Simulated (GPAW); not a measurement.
# A GW chain in GPAW: BiOBr (P4/nmm), part 2 of 2

Wanted: ground state, empty states, screening and self-energy for BiOBr (P4/nmm).

GPAW 26.7.0; LDA and many-body steps on it, plane waves. Known limits of the many-body steps: not at the basis limit; no spin-orbit coupling; coarse k mesh.

So far. Step 3 (Bands along the symmetry lines): The gap is 2.017 eV, −0.058 eV from the run before at this level. Step 4 (Empty states on the mesh, 4×4×2 mesh, 291 bands): On this mesh the gap is 2.139 eV. The earlier step found 2.075 eV, so this mesh misses an edge.

The database entry behind the starting cell differs from later determinations by our own check (0.1 to 0.3 % short, probably kX units), so it need not match the best structure at ambient conditions.

## (5) Screening and self-energy, 4×4×2 mesh, 281 bands, screening to 100 eV

Now the one-shot GW correction: screening in the RPA, then the self-energy of the levels asked for.

This step: G0W0 on LDA, plane waves, PAW.

The input, run.py:

```python
import json
import numpy as np
from gpaw.mpi import world
from gpaw.response.g0w0 import G0W0

gw = G0W0('full.gpw',
    filename='gw',
    kpts=[0, 1, 7],
    bands=(26, 30),
    ecut=100,
    nbands=281,
    integrate_gamma='WS',
    ppa=True)
gw.calculate()
res = {mode: {k: v for k, v in r.items() if k != 'sigma_eskwn'}
       for mode, r in gw.all_results.items()}

if world.rank == 0:
    with open('result.json', 'w') as f:
        json.dump(res, f, default=lambda x: x.tolist())
```

Started as:

```
$ mpirun -n 8 gpaw python run.py
```

Numbers of over 12 decimals in the logs are rounded to 6 here.

The program printed:

```text
Using integrator: PointIntegrator
FrequencyGridDescriptor(from 0.000+0.000j to 0.000+27.211j eV, 2 points)
Nonperiodic BCs:  [False False False]
Using integrator: PointIntegrator
FrequencyGridDescriptor(from 0.000+0.000j to 0.000+27.211j eV, 2 points)
Nonperiodic BCs:  [False False False]
  ___  _ _ _
 |   || | | |
 | | || | | |
 |__ ||_____|
 |___|

BZ k-points: Symmetries present (total): 8

  [... matrices ...]
32 k-points: 4 x 4 x 2 Monkhorst-Pack grid + [1/8,1/8,1/4]
12 k-points in the irreducible part of the Brillouin zone
       k-points in crystal coordinates                weights
   0:     0.00000000    0.00000000    0.00000000          1/32
   1:     0.00000000    0.00000000    0.50000000          1/32
   2:     0.25000000    0.00000000    0.00000000          4/32
   3:     0.25000000    0.00000000    0.50000000          4/32
   4:     0.25000000    0.25000000    0.00000000          4/32
   5:     0.25000000    0.25000000    0.50000000          4/32
   6:     0.50000000    0.00000000    0.00000000          2/32
   7:     0.50000000    0.00000000    0.50000000          2/32
   8:     0.50000000    0.25000000    0.00000000          4/32
   9:     0.50000000    0.25000000    0.50000000          4/32
          ...
  11:     0.50000000    0.50000000    0.50000000          1/32

Distributing spins, k-points and bands (1 x 3 x 4) over 8 processes
Number of blocks: 1

Quasi particle states:
k-points (IBZ indices): [0, 1, 7]
Band range: (26, 30)
  [... matrices ...]
Computational parameters:
Plane wave cut-off: 100 eV
Number of bands: 281
Coulomb cutoff: None
Broadening: 0.1 eV

fxc modes: GW
Kernel: RPA
Using Godby-Needs plasmon-pole approximation:
  Fitting energy: i*E0, E0 = 1.000 Hartree
Summing all q:

Calculating screened Coulomb potential
No Coulomb truncation
FrequencyGridDescriptor(from 0.000+0.000j to 0.000+27.211j eV, 2 points)
Removing empty qpoint cache files...

Calculating chi0 body with:
    Ground state adapter containing:
    Number of spins: 1
    Number of kpoints: 32
    Number of irreducible kpoints: 12
    Number of completely occupied states: 28
    Number of partially occupied states: 28
    Occupied states memory: 11.8125 M / cpu

    Linear response parametrization:
    q_c: [0.0, 0.0, 0.0]
    Number of frequency points: 2
    Planewave cutoff: 100.0
    Number of bands: 281
    Number of planewaves: 281
    Broadening (eta): 1e-06
    comm.size: 8
    kncomm.size: 8
    blockcomm.size: 1

    Memory estimate of potentially large arrays:
        chi0_wGG: 2.409698 M / cpu
Integrating chi0 body.

Symmetries of q_c:
    Direct symmetries (Uq -> q): 8
    Indirect symmetries (TUq -> q): 8
In total 16 allowed symmetries.

  [... matrices ...]
12 groups of equivalent kpoints. 62.5% reduction.

Integral kind: response function
Integrating chi0 head and wings.

Symmetries of q_c:
    Direct symmetries (Uq -> q): 8
    Indirect symmetries (TUq -> q): 8
In total 16 allowed symmetries.

  [... matrices ...]
12 groups of equivalent kpoints. 62.5% reduction.

Integral kind: response function wings

Calculating chi0 body with:
    Ground state adapter containing:
    Number of spins: 1
    Number of kpoints: 32
    Number of irreducible kpoints: 12
    Number of completely occupied states: 28
    Number of partially occupied states: 28
    Occupied states memory: 11.8125 M / cpu

    Linear response parametrization:
[... the further q-points ...]

Results:
f:      Occupation numbers
eps:     KS-eigenvalues [eV]
vxc:     KS vxc [eV]
exx:     Exact exchange [eV]
sigma:   Self-energies [eV]
dsigma:  Self-energy derivatives
Z:       Renormalization factors
qp:      QP-energies [eV]

k-point 0 (0): (0.000, 0.000, 0.000)                GW
band       f     eps     vxc     exx   sigma  dsigma       Z      qp
                                                                   GW
  26   1.000   3.649 -16.363 -19.580   2.589  -0.271   0.787   3.154
  27   1.000   3.728 -15.997 -18.603   2.092  -0.256   0.796   3.318
  28   0.000   6.666 -14.854 -10.534  -3.327  -0.215   0.823   7.483
  29   0.000   7.574 -15.120 -10.881  -3.198  -0.221   0.819   8.426

k-point 1 (1): (0.000, 0.000, 0.500)                GW
band       f     eps     vxc     exx   sigma  dsigma       Z      qp
                                                                   GW
  26   1.000   3.966 -16.762 -19.977   2.573  -0.267   0.789   3.460
  27   1.000   4.286 -16.988 -19.727   2.212  -0.256   0.796   3.866
  28   0.000   6.477 -13.890  -9.827  -3.221  -0.214   0.824   7.171
  29   0.000   6.757 -13.959  -9.494  -3.404  -0.208   0.828   7.634

k-point 2 (7): (0.500, 0.000, 0.500)                GW
band       f     eps     vxc     exx   sigma  dsigma       Z      qp
                                                                   GW
  26   1.000   4.338 -18.227 -20.998   2.533  -0.270   0.787   4.151
  27   1.000   4.338 -18.227 -20.998   2.533  -0.270   0.787   4.151
  28   0.000   8.479 -15.437 -10.990  -3.319  -0.231   0.812   9.396
  29   0.000   8.479 -15.437 -10.989  -3.318  -0.231   0.812   9.396
```

Wall time 2.6 min (8 MPI ranks of Arm Neoverse V2, shared host); peak memory 4.3 GiB; 21 min of CPU time.

This step gave:

```
G0W0 gap on the points computed              : 3.020 eV
least direct G0W0 gap on the computed points : 3.305 eV
Z at the valence top                         : 0.7873
Z at the conduction bottom                   : 0.8240
starting gap on the mesh                     : 2.139 eV
k of the valence top                         : 0.5, 0, 0.5
k of the conduction bottom                   : 0, 0, 0.5
```

The gap on the mesh goes from 2.14 eV to 3.02 eV, a correction of +0.88 eV. The start differs from the 2.08 eV found before because the two sample other k points.

Limits: finite bands, cutoff and mesh; no spin-orbit coupling; coarse k mesh. v1 is the top filled band, c1 the lowest empty one. Levels before and after the correction, in eV, zero at the valence-band top of each column:

|  | conduction bottom | valence top |
| --- | --- | --- |
| Kohn-Sham | 2.14 | 0.00 |
| G0W0 | 3.02 | 0.00 |

|  | level | energy (eV) |
| --- | --- | --- |
| Kohn-Sham | (0 0 0.5) v2 | -0.372 |
| Kohn-Sham | (0 0 0.5) v1 | -0.052 |
| Kohn-Sham | (0 0 0.5) c1 | 2.139 |
| Kohn-Sham | (0 0 0.5) c2 | 2.419 |
| Kohn-Sham | (0.5 0 0.5) v2-v1 | 0.000 |
| Kohn-Sham | (0.5 0 0.5) c1-c2 | 4.141 |
| G0W0 | (0 0 0.5) v2 | -0.691 |
| G0W0 | (0 0 0.5) v1 | -0.285 |
| G0W0 | (0 0 0.5) c1 | 3.020 |
| G0W0 | (0 0 0.5) c2 | 3.483 |
| G0W0 | (0.5 0 0.5) v2-v1 | 0.000 |
| G0W0 | (0.5 0 0.5) c1-c2 | 5.245 |

## (6) Where the time went

Times are wall times on 8 MPI ranks of Arm Neoverse V2, shared host, good to a factor of about two.

| step | time | share | memory (GiB) |
| --- | --- | --- | --- |
| ground state | 15 s | 5 % | 1.7 |
| bands along the symmetry lines | 21 s | 7 % | 2.0 |
| empty states on the mesh | 1.7 min | 34 % | 2.1 |
| screening and self-energy | 2.6 min | 53 % | 4.3 |

## (7) Results

```yaml
lda_gap: 2.02 eV, indirect
g0w0_gap_on_the_mesh: 3.02 eV
g0w0_gap_over_the_zone_rigid_shift: 2.90 eV
gw_settings: 4×4×2 mesh, 281 bands, screening to 100 eV, Godby-Needs plasmon pole
known_limits: not at the basis limit; no spin-orbit coupling; coarse k mesh
```

**Reading.** G0W0 moves the gap on the mesh from 2.14 eV to 3.02 eV (+0.88 eV), with Z of 0.79 and 0.82 at the edges. The mesh misses the band edges by 0.12 eV in all; a rigid shift gives 2.90 eV for the zone. Only 3 of the mesh's irreducible points were corrected, so a valley elsewhere could overtake. The dearest step here is «screening and self-energy». Bands and cutoff are finite, so the gap is not at the basis limit. The miss can reach some tenths of an eV and take either sign; the mesh is an error of its own. These stock PAW sets were not made for GW; the filled d or f shell of Br lies in the frozen core, which bears on start and correction. In the G0W0 run levels were corrected at 3 k points alone, so a gap called «on the mesh» is the least over those, and an edge elsewhere would be missed. A denser mesh or path gives a starting gap of 2.02 eV: the GW mesh misses a band edge, so its gaps are not the fundamental one. The 4×4×2 mesh is coarse for this cell, which bears on the long-range parts of exchange and screening. Where an edge is built on 6p states of lead, bismuth or thallium, scalar-relativistic gaps usually stand too wide, by a few tenths to over one eV. The many-body steps are scalar-relativistic: spin-orbit coupling is not in them.

[Paths, hosts, dates, memory and timing lines, banners, echoed tables and standing remarks are left out of the program output.]

[Logs are printed without paths, hosts, clocks, repeated set-up lines and the standing remarks that a program may print on its own settings, such as how far it seeks lower states.]

[Runs of the session that timed out or met a known fault of the program may be left out.]

[Hosts, paths, dates, database ids (printed as entryN), source tags and the programs' standing remarks are cut or masked in the printed files.]
